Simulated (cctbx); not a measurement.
## Accept or mend?

Cell a = 9.5410 Å, b = 9.5410 Å, c = 9.5410 Å, α = 90.00°, β = 90.00°, γ = 90.00°; space group Fm-3m (no. 225).

The data are simulated with cctbx, not measured: Mo Kα, λ = 0.71073 Å, to d = 0.77 Å, 95 % of the full sphere, strongest reflection 40000 counts, noise from counting, a 3 % proportional error and a noise floor of 4 counts (s.d.); no absorption.

An anisotropic refinement with weights 1/σ² prints:

```text
Rint 0.024, 22 unique reflections to 1.32 A
cycle     R1     wR2    GooF  max shift (A)
   1  0.0047  0.0134   1.160   0.00044
   2  0.0035  0.0097   0.837   0.00000
final R1 0.0035 wR2 0.0097 GooF 0.837  parameters 6  data/parameter 3.7
atom        x        y        z      Ueq    occ   su(xyz)  su(Uiso or U11)
Ba1    0.25000  0.25000  0.75000   0.0111  1.000  0.00000  0.0004
Mo1    0.00000  0.00000  0.00000   0.0135  1.000  0.00000  0.0005
Co1    0.50000  0.00000  0.00000   0.0129  1.000  0.00000  0.0006
S1     0.74830  0.00000  0.00000   0.0236  1.000  0.00007  0.0007
difference map: max 0.07 min -0.03 rms 0.02
Q1    0.1299  0.1299  0.1299   32    0.07  1.98 A from Ba1
Q2    0.1370  0.1370  0.3630   32    0.06  1.87 A from Ba1
Q3    0.0000  0.2500  0.2500   24    0.03  2.39 A from Ba1
Q4    0.0000  0.0000  0.0000    4    0.03  0.00 A from Mo1
Q5    0.0000  0.0000  0.2632   24    0.00  0.11 A from S1
Q6    0.0000  0.0000  0.5000    4   -0.00  0.00 A from Co1
```

Q: Accept it or mend it, and why?

Mend it. The fault: data cut at low resolution. Against the right model at the same level, R1 goes from 0.0047 to 0.0035 and GooF from 0.99 to 0.84. The atoms are right, but there are too few data for the parameters: R1 flatters and the s.u.s grow. Data per parameter fall from 12.7 to 3.7.

The compound is Ba2CoMoS6. The right model at the same level gives:

```text
Rint 0.028, 76 unique reflections to 0.77 A
cycle     R1     wR2    GooF  max shift (A)
   1  0.0049  0.0114   0.997   0.00002
   2  0.0047  0.0113   0.992   0.00000
final R1 0.0047 wR2 0.0113 GooF 0.992  parameters 6  data/parameter 12.7
atom        x        y        z      Ueq    occ   su(xyz)  su(Uiso or U11)
Ba1    0.25000  0.25000  0.75000   0.0114  1.000  0.00000  0.0001
Mo1    0.00000  0.00000  0.00000   0.0142  1.000  0.00000  0.0001
Co1    0.50000  0.00000  0.00000   0.0145  1.000  0.00000  0.0001
S1     0.74825  0.00000  0.00000   0.0236  1.000  0.00004  0.0002
difference map: max 0.20 min -0.17 rms 0.04
Q1    0.1255  0.1255  0.3745   32    0.20  2.06 A from Ba1
Q2    0.1228  0.1228  0.1228   32    0.20  2.03 A from Mo1
Q3    0.2018  0.2018  0.2982   32    0.19  0.80 A from Ba1
Q4    0.0384  0.0384  0.0384   32    0.18  0.64 A from Mo1
Q5    0.0320  0.0320  0.4680   32    0.18  0.53 A from Co1
Q6    0.0000  0.0000  0.0000    4    0.13  0.00 A from Mo1
```

The model was made for the exercise: a known structure type with other elements put in, its volume estimated, not relaxed; displacement parameters are assumed.

[Middle refinement cycles are left out of these outputs.]

[Logs are printed without paths, hosts, clocks, repeated set-up lines and the standing remarks that a program may print on its own settings, such as how far it seeks lower states.]
